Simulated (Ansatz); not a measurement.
GaSi2P (zincblende [110] superlattice) (Pmn2_1), computed twice by G0W0.

The structure was built from a prototype and need not be the compound's stable phase.

```xyz
8
Lattice="3.8422 0.0000 0.0000 0.0000 5.4375 0.0000 0.0000 0.0000 7.6838" Properties=species:S:1:pos:R:3 pbc="T T T"
Ga    0.0000    0.0574    0.9187
P     1.9211    1.4456    0.9705
Ga    1.9211    2.7761    2.9314
P     0.0000    4.1644    2.8796
Si    0.0000   -0.0676    4.8038
Si    1.9211    1.2834    4.8217
Si    1.9211    2.6511    6.7301
Si    0.0000    4.0022    6.7122
```

The structure was relaxed with PBEsol. The runs that relaxed it are not among those shown.

The first (Ansatz 0.2.0; start PBEsol, 4×4×2 mesh, 311 empty bands, screening to 90 eV, PAW set soft_1 files; 4 threads of Arm Neoverse V2, shared host) gave, on its mesh: starting gap 0.81 eV, G0W0 gap 1.31 eV, RPA ε∞ (mean) 16.20, 3 min.

Question: The second changes empty bands from 311 to 78 and screening cutoff (eV) from 90.0 to 36. What does it give?

It gave: starting gap 0.81 eV, G0W0 gap 1.06 eV, RPA ε∞ (mean) 16.85, 27 s. The G0W0 gap moves by −0.25 eV, +0.00 eV from the start and −0.25 eV from the correction. Σc changes by +0.59 eV at the valence top and +0.34 eV at the conduction bottom, and Σx − Vxc between them by +0.00 eV.

Limits: not at the basis limit; no spin-orbit coupling; coarse k mesh.

[Paths, hosts, dates, memory and timing lines, banners, echoed tables and standing remarks are left out of the program output.]

[Logs are printed without paths, hosts, clocks, repeated set-up lines and the standing remarks that a program may print on its own settings, such as how far it seeks lower states.]

[Runs of the session that timed out or met a known fault of the program may be left out.]

[Cells called generated may have been cut or substituted from an entry of the Crystallography Open Database or the Materials Project.]

[Hosts, paths, dates, database ids (printed as entryN), source tags and the programs' standing remarks are cut or masked in the printed files.]
